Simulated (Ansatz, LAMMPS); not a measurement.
# Squeezing and shearing glassy 47SiO2-23SrO-30Li2O (mol %) (119 atoms)

Aim: relax glassy 47SiO2-23SrO-30Li2O (mol %) (119 atoms), then change its volume and shape to read moduli from the stress.

Program: Ansatz 0.2.0. Level of theory: Kohn-Sham DFT, revPBE, PAW (set soft_2), plane waves. Results are calculated unless marked as measured.

**1. Set-up**

The cell holds 119 atoms: 20 Si, 10 Sr, 26 Li and 63 O. Its edges and angles: a = 11.438 Å, b = 11.438 Å, c = 11.438 Å, α = 90.0°, β = 90.0°, γ = 90.0°. 119 atoms (20 Si, 10 Sr, 26 Li, 63 O) placed at random at 2.99 g/cm³, melted at 4000 K for 10 ps at fixed volume with the Morse and Coulomb pair potential with partial charges (Pedone, Malavasi, Menziani, Cormack and Segre, J. Phys. Chem. B 110, 11780 (2006)). Quenched from 4000 K to 300 K at 25 K/ps and fixed volume, held 10 ps at zero pressure.

Limits known from the start: The quench rate of 25 K/ps far exceeds what a furnace or splat quench reaches, so expect more defects and frozen-in strain than in a real sample. The network of bonds at the start is that of the classical potential that made the cell, and needn't be the one that DFT or experiment would give. Sampling is at Γ alone.

**2. Single point at the start**

The forces at the start show how far the geometry lies from a minimum of this functional.

The input, input.yaml:

```yaml
crystal:
  lattice:
    - [11.43824, 0.0, 0.0]
    - [0.0, 11.43824, 0.0]
    - [0.0, 0.0, 11.43824]
  atoms:
    - { symbol: Si, position: [0.65973, 0.79138, 0.84851] }
    - { symbol: Si, position: [0.80255, 0.38797, 0.54823] }
    - { symbol: Si, position: [0.882, 0.25342, 0.78173] }
    - { symbol: Si, position: [0.14932, 0.73572, 0.42947] }
    - { symbol: Si, position: [0.42681, 0.13492, 0.54011] }
    - { symbol: Si, position: [0.90582, 0.90526, 0.08322] }
    - { symbol: Si, position: [0.57375, 0.11251, 0.30804] }
    - { symbol: Si, position: [0.44559, 0.49845, 0.87867] }
    - { symbol: Si, position: [0.06397, 0.18593, 0.24157] }
    - { symbol: Si, position: [0.33853, 0.257, 0.91363] }
    - { symbol: Si, position: [0.23627, 0.38809, 0.30895] }
    - { symbol: Si, position: [0.76006, 0.53229, 0.20613] }
    - { symbol: Si, position: [0.92715, 0.6335, 0.03003] }
    - { symbol: Si, position: [0.09017, 0.85319, 0.75807] }
    - { symbol: Si, position: [0.41612, 0.72113, 0.37713] }
    - { symbol: Si, position: [0.0132, 0.08388, 0.6263] }
    - { symbol: Si, position: [0.30767, 0.38943, 0.58272] }
    - { symbol: Si, position: [0.14252, 0.61811, 0.18046] }
    - { symbol: Si, position: [0.75441, 0.03522, 0.9067] }
    - { symbol: Si, position: [0.86906, 0.69892, 0.68937] }
    - { symbol: Sr, position: [0.36036, 0.9661, 0.78745] }
    - { symbol: Sr, position: [0.86413, 0.86862, 0.39455] }
    - { symbol: Sr, position: [0.60161, 0.26832, 0.77309] }
    - { symbol: Sr, position: [0.54631, 0.41554, 0.41398] }
    - { symbol: Sr, position: [0.3935, 0.68398, 0.65873] }
    - { symbol: Sr, position: [0.62843, 0.83626, 0.20096] }
    - { symbol: Sr, position: [0.82208, 0.27222, 0.08507] }
    - { symbol: Sr, position: [0.65101, 0.9201, 0.58999] }
    - { symbol: Sr, position: [0.4097, 0.72494, 0.02306] }
    - { symbol: Sr, position: [0.13809, 0.05062, 0.97956] }
    - { symbol: Li, position: [0.68489, 0.49818, 0.94884] }
    - { symbol: Li, position: [0.22864, 0.91514, 0.55963] }
    - { symbol: Li, position: [0.17027, 0.66892, 0.90348] }
    - { symbol: Li, position: [0.79958, 0.09172, 0.26153] }
    - { symbol: Li, position: [0.19916, 0.45154, 0.83843] }
    - { symbol: Li, position: [0.19149, 0.03803, 0.42604] }
    - { symbol: Li, position: [0.69755, 0.64867, 0.4584] }
    - { symbol: Li, position: [0.55894, 0.38027, 0.09639] }
    - { symbol: Li, position: [0.61653, 0.54946, 0.66034] }
    - { symbol: Li, position: [0.13242, 0.92162, 0.27015] }
    - { symbol: Li, position: [0.17094, 0.22762, 0.69821] }
    - { symbol: Li, position: [0.80102, 0.28401, 0.32138] }
    - { symbol: Li, position: [0.07319, 0.29757, 0.50026] }
    - { symbol: Li, position: [0.48486, 0.0404, 0.03295] }
    - { symbol: Li, position: [0.18634, 0.83036, 0.04053] }
    - { symbol: Li, position: [0.8089, 0.12131, 0.46268] }
    - { symbol: Li, position: [0.3667, 0.18534, 0.17251] }
    - { symbol: Li, position: [0.98961, 0.45301, 0.34793] }
    - { symbol: Li, position: [0.91379, 0.59589, 0.47798] }
    - { symbol: Li, position: [0.36047, 0.94483, 0.17348] }
    - { symbol: Li, position: [0.07363, 0.32879, 0.98979] }
    - { symbol: Li, position: [0.47597, 0.5425, 0.18778] }
    - { symbol: Li, position: [0.05968, 0.4847, 0.58112] }
    - { symbol: Li, position: [0.57715, 0.18679, 0.07667] }
    - { symbol: Li, position: [0.9595, 0.47972, 0.81759] }
    - { symbol: Li, position: [0.30622, 0.4311, 0.09349] }
    - { symbol: O, position: [0.10294, 0.13441, 0.53809] }
    - { symbol: O, position: [0.74321, 0.27484, 0.48212] }
    - { symbol: O, position: [0.41208, 0.19852, 0.00736] }
    - { symbol: O, position: [0.09851, 0.86822, 0.43974] }
    - { symbol: O, position: [0.19627, 0.49889, 0.23347] }
    - { symbol: O, position: [0.41263, 0.8062, 0.26652] }
    - { symbol: O, position: [0.80189, 0.73944, 0.5688] }
    - { symbol: O, position: [0.11562, 0.84594, 0.88573] }
    - { symbol: O, position: [0.7115, 0.49118, 0.52116] }
    - { symbol: O, position: [0.56351, 0.53765, 0.82496] }
    - { symbol: O, position: [0.80249, 0.33853, 0.68791] }
    - { symbol: O, position: [0.08145, 0.98896, 0.70855] }
    - { symbol: O, position: [0.20765, 0.8038, 0.70309] }
    - { symbol: O, position: [0.6717, 0.02491, 0.36685] }
    - { symbol: O, position: [0.86626, 0.99603, 0.97686] }
    - { symbol: O, position: [0.6485, 0.21386, 0.23861] }
    - { symbol: O, position: [0.63107, 0.48607, 0.20888] }
    - { symbol: O, position: [0.37169, 0.25516, 0.57914] }
    - { symbol: O, position: [0.81613, 0.93294, 0.1859] }
    - { symbol: O, position: [0.65048, 0.06727, 0.98653] }
    - { symbol: O, position: [0.12088, 0.30064, 0.30527] }
    - { symbol: O, position: [0.53882, 0.80917, 0.77516] }
    [... 35 atom lines left out ...]
    - { symbol: O, position: [0.29259, 0.73684, 0.45906] }
    - { symbol: O, position: [0.14778, 0.70939, 0.29071] }
    - { symbol: O, position: [0.88955, 0.76942, 0.03876] }
    - { symbol: O, position: [0.72307, 0.92595, 0.82958] }
    - { symbol: O, position: [0.49914, 0.05152, 0.21412] }
    - { symbol: O, position: [0.98398, 0.19816, 0.71317] }
kpoints:
  mp_grid: { grid: [1, 1, 1] }
hamiltonian:
  xc: revpbe
scf:
  occupations: { method: fixed }
output:
  forces: true
```

Launch:

```
> ansatz run input.yaml --threads 4 --pin off --max-ram 8192MiB --backend cpu --events-out ev --progress --plain --runs-dir out
```

Numbers of over 12 decimals in the logs are rounded to 6 here.

What it wrote:

```text
Engine: ansatz 0.2.0, aarch64-unknown-linux-gnu
Pseudopotentials: kind: paw
Pseudopotential: Si, paw, valence charge 4, recommended cutoff 420 eV (normal), Si.paw.azcp
Pseudopotential: Sr, paw, valence charge 10, recommended cutoff 420 eV (normal), Sr.paw.azcp
Pseudopotential: Li, paw, valence charge 3, recommended cutoff 420 eV (normal), Li.paw.azcp
Pseudopotential: O, paw, valence charge 6, recommended cutoff 420 eV (normal), O.paw.azcp
[... 5 lines on functional and potentials left out ...]
Crystal: 119 atoms, lattice volume = 1496.503 Å³
Basis set: ecut = 420 eV, 29279 PW (Γ), exchange–correlation on 160×160×160 points (8 copies of the dense FFT grid, shifted against one another)
Bands: 437, of which v1, the nominal top of the filled ones, is band 318 counted from 1 (317 counted from 0)
Symmetry: 1 space group operations
Space group: P1 (ITA 1), of the structure as read, at distance tolerance 1.1e-4 Å
k-points: 1
[... 12 lines on functional and potentials left out ...]
Initial density: superposition of atomic densities (neutral atoms: chi_scale 0, normalization atom), corrected by the library's trained network
Initial wavefunctions: pseudopotential atomic-orbital guess
Functional: x = revpbe(κ = 1.245, μ = 0.219515), c = pbe(β = 0.066725)
SCF iter   1: F=—  HF=-89552.035794 eV  |F-HF|=—  |Δ(HF+E_count)|=         —  Δρ=4.08e-3  dr2=3.17e-1  ethr=1.77e-3  ⟨swp⟩=6.0  Hψ=1494  notcnv=0  defer=116
preconditioner: auto → Resta (q_TF=auto, 2.366 Å⁻¹)  ε∞=3.1  [insulator: Δε(μ)=3.290 eV  Ē_g=15.751 eV  n_scr=340 (ndim 8)  ℏωp=22.8 eV  f_vac=0.064  ε∞_Penn≈3.1]
SCF iter   2: F=—  HF=-89552.008401 eV  |F-HF|=—  |Δ(HF+E_count)|=   2.74e-2  Δρ=2.23e-3  dr2=5.03e-2  ethr=4.99e-5  ⟨swp⟩=4.0  Hψ=642  notcnv=0  defer=117
SCF iter   3: F=—  HF=-89552.010589 eV  |F-HF|=—  |Δ(HF+E_count)|=   2.19e-3  Δρ=9.75e-4  dr2=1.81e-2  ethr=7.90e-6  ⟨swp⟩=3.0  Hψ=533  notcnv=0  defer=96
automatic band count: iteration 3 solves 416 bands in place of 437: the levels show a gap, and the empty bands left out lie too high to hold charge; the band table lists the bands solved (type scf.n_extra_bands for more)
SCF iter   4: F=—  HF=-89552.013708 eV  |F-HF|=—  |Δ(HF+E_count)|=   3.12e-3  Δρ=3.93e-4  dr2=2.35e-3  ethr=2.84e-6  ⟨swp⟩=3.0  Hψ=549  notcnv=0  defer=96
SCF iter   5: F=—  HF=-89552.014111 eV  |F-HF|=—  |Δ(HF+E_count)|=   4.02e-4  Δρ=1.47e-4  dr2=3.06e-4  ethr=3.70e-7  ⟨swp⟩=3.0  Hψ=649  notcnv=0  defer=96
SCF iter   6: F=—  HF=-89552.014520 eV  |F-HF|=—  |Δ(HF+E_count)|=   4.10e-4  Δρ=6.69e-5  dr2=5.97e-5  ethr=4.81e-8  ⟨swp⟩=2.0  Hψ=605  notcnv=0  defer=96
SCF iter   7: F=—  HF=-89552.013988 eV  |F-HF|=—  |Δ(HF+E_count)|=   5.32e-4  Δρ=2.62e-5  dr2=9.47e-6  ethr=9.39e-9  ⟨swp⟩=2.0  Hψ=639  notcnv=0  defer=96
SCF iter   8: F=—  HF=-89552.014000 eV  |F-HF|=—  |Δ(HF+E_count)|=   1.19e-5  Δρ=9.66e-6  dr2=1.38e-6  ethr=1.49e-9  ⟨swp⟩=2.0  Hψ=564  notcnv=0  defer=96
SCF iter   9: F=—  HF=-89552.014003 eV  |F-HF|=—  |Δ(HF+E_count)|=   2.94e-6  Δρ=6.97e-6  dr2=6.65e-7  ethr=2.17e-10  ⟨swp⟩=2.0  Hψ=628  notcnv=0  defer=96
SCF iter  10: F=-89552.014003 eV  HF=-89552.014003 eV  |F-HF|=5.43e-8  |Δ(HF+E_count)|=   2.56e-7  Δρ=1.64e-6  dr2=4.16e-8  ethr=1.57e-11  ⟨swp⟩=3.0  Hψ=1339  notcnv=0
SCF 1 converged in 10 iterations: F = -89552.014003 eV  dr2 = 4.16e-8
  greatest PAW one-centre occupation: 1.000 electrons in one spin orbital (limit 2), on the Li atom at site 49 (counted from 0), in its partial waves of l = 0
SCF converged after 10 iterations
Free energy (F): -89552.014003 eV
Harris-Foulkes:  -89552.014003 eV  (|F-HF|=5.43e-8)
Internal energy: -89552.014003 eV  (E = F + TS)
E sigma→0 (E₀):  -89552.014003 eV
Fermi energy:    5.343739 eV
--- Per-component energies (eV) ---
  E_band       = -4337.469752
  E_kinetic    = 15204.117644
  E_local      = -37755.823984  (includes V_loc(G=0)·N_el)
  E_nonlocal   = 4625.149263
  E_hartree    = 12810.076362
  E_xc         = -7886.657331
  E_vxc        = -8979.852722  (∫ρ·V_xc dr)
  E_paw        = -47910.606041  (= ΣΔE_a)
  E_vpaw       = -3051.366530  (= ΣTr[D̂ρ^β])
  E_aug_tail   = 0.158411  (compensation charges beyond the density's cutoff)
  E_ewald      = -28636.594324
  E_core_change = -1.834003  (= ΣΔE_core)
  E_smearing   = -0.000000  (= −TS)
  E_closure    = -0.000000  (closes the sum)
  Σ components = -89552.014003   (vs F -89552.014003, Δ=0.00e0)
--- Forces (eV/Å), atoms counted from 1 ---
  atom   1  Si     0.03759936     1.37910059     0.51553803
  atom   2  Si    -0.66673865    -2.86917818    -0.32604387
  atom   3  Si    -3.11987460     1.27286213     0.13840460
  atom   4  Si     1.45002598     0.99381105    -0.88150498
  atom   5  Si     1.69345482    -1.83089095     1.75041569
  atom   6  Si     1.03234365    -1.56623004    -0.37360304
  atom   7  Si     1.96292446     1.36100080     2.66540264
  atom   8  Si    -2.16957770    -1.09845315     0.63678725
  atom   9  Si     0.48026039    -0.77009207    -1.69005917
  atom  10  Si    -0.37739490     2.11262729    -1.43950026
  atom  11  Si    -0.72718095    -1.31377105     0.69646655
  atom  12  Si     1.01286521     0.80890642     0.20359456
  atom  13  Si    -2.03120765     0.60903776     1.65590505
  atom  14  Si    -1.36234602    -0.07356923    -4.03727692
[...]
atom 118  O     -3.00881800    -1.77980951    -3.36155275
  atom 119  O      3.38616777    -0.98665839    -1.24166979
  max |Σ_I F_I| component: 1.07e-4 eV/Å
```

Run time: 16 s. Hardware: 4 threads of Arm Neoverse V2, shared host; peak memory 1.9 GiB; 60 s of CPU time.

The column dr2 measures how far the density is from self-consistency, as an energy; F and HF (Harris–Foulkes) agree once it is small.

The r.m.s. force at the start is 1.4 eV/Å.

[end of part 1 of 4]

[Logs are printed without paths, hosts, clocks, repeated set-up lines and the standing remarks that a program may print on its own settings, such as how far it seeks lower states.]

[Hosts, paths, dates, database ids (printed as entryN), source tags and the programs' standing remarks are cut or masked in the printed files.]
